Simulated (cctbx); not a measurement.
**Which space group?**

Cell: a = 7.1616 Å, b = 7.2431 Å, c = 7.2840 Å, α = 60.30°, β = 61.32°, γ = 62.22°. Expected content of the cell: Nb1 V3 S8 Li4.

The data are simulated with cctbx, not measured: Ag Kα, λ = 0.56087 Å, to d = 0.75 Å, 80 % of the full sphere, strongest reflection 5000 counts, noise from counting, a 3 % proportional error and a noise floor of 8 counts (s.d.); no absorption.

Tests on the unmerged data give:

```text
2159 reflections to d = 0.750 A
centring   violations  <I/sigma> of those
    A        190 of  1080      2.1
    B        117 of  1084      1.8
    C        125 of  1082      1.8
    I        424 of  1094      4.8
    R        412 of  1452      4.5
    F        216 of  1623      1.9
Laue class    unique    Rint  (classes that these axes allow; Friedel mates merged)
P -1             1304   0.051
space group    extra absences  I>4sigma  <I/sigma>
P 1                     0          0         -  acentric
P -1                    0          0         -  centric
Wilson B = 0.50 A^2   <|E^2-1|> = 1.427 (0.968 centric, 0.736 acentric)   E^2>4: 8.3 %
shell (A)         n   <I/sigma>
 6.00 - 1.49    158      8.0
 1.49 - 1.19    168      5.1
 1.19 - 1.04    150      8.7
 1.04 - 0.94    175      3.8
 0.94 - 0.88    166      4.1
 0.88 - 0.83    158      5.1
 0.83 - 0.78    166      4.5
 0.78 - 0.75    163      3.5
```

Q: Read the symmetry from these tables.

Every centring test has many violations, so the lattice is primitive.

Only P -1 fits these axes (Rint 0.051); a search for a hidden higher lattice was not made.

2 settings pass the absence test. No glide or screw absences show, which leaves P 1 and P -1.

⟨|E²−1|⟩ = 1.427 is above even the centric ideal, a mark of pseudo-translation (a class of systematically weak reflections). The Wilson B of 0.50 Å² means U ≈ 0.0063 Å².

The true group is P-1 (no. 2), Laue class -1, centrosymmetric. The tables only narrow the choice to the tied entries; cell content, site symmetry and trial solutions must settle it.

The model was made for the exercise: a known structure type with other elements put in, its volume estimated, not relaxed; displacement parameters are assumed.

[Logs are printed without paths, hosts, clocks, repeated set-up lines and the standing remarks that a program may print on its own settings, such as how far it seeks lower states.]
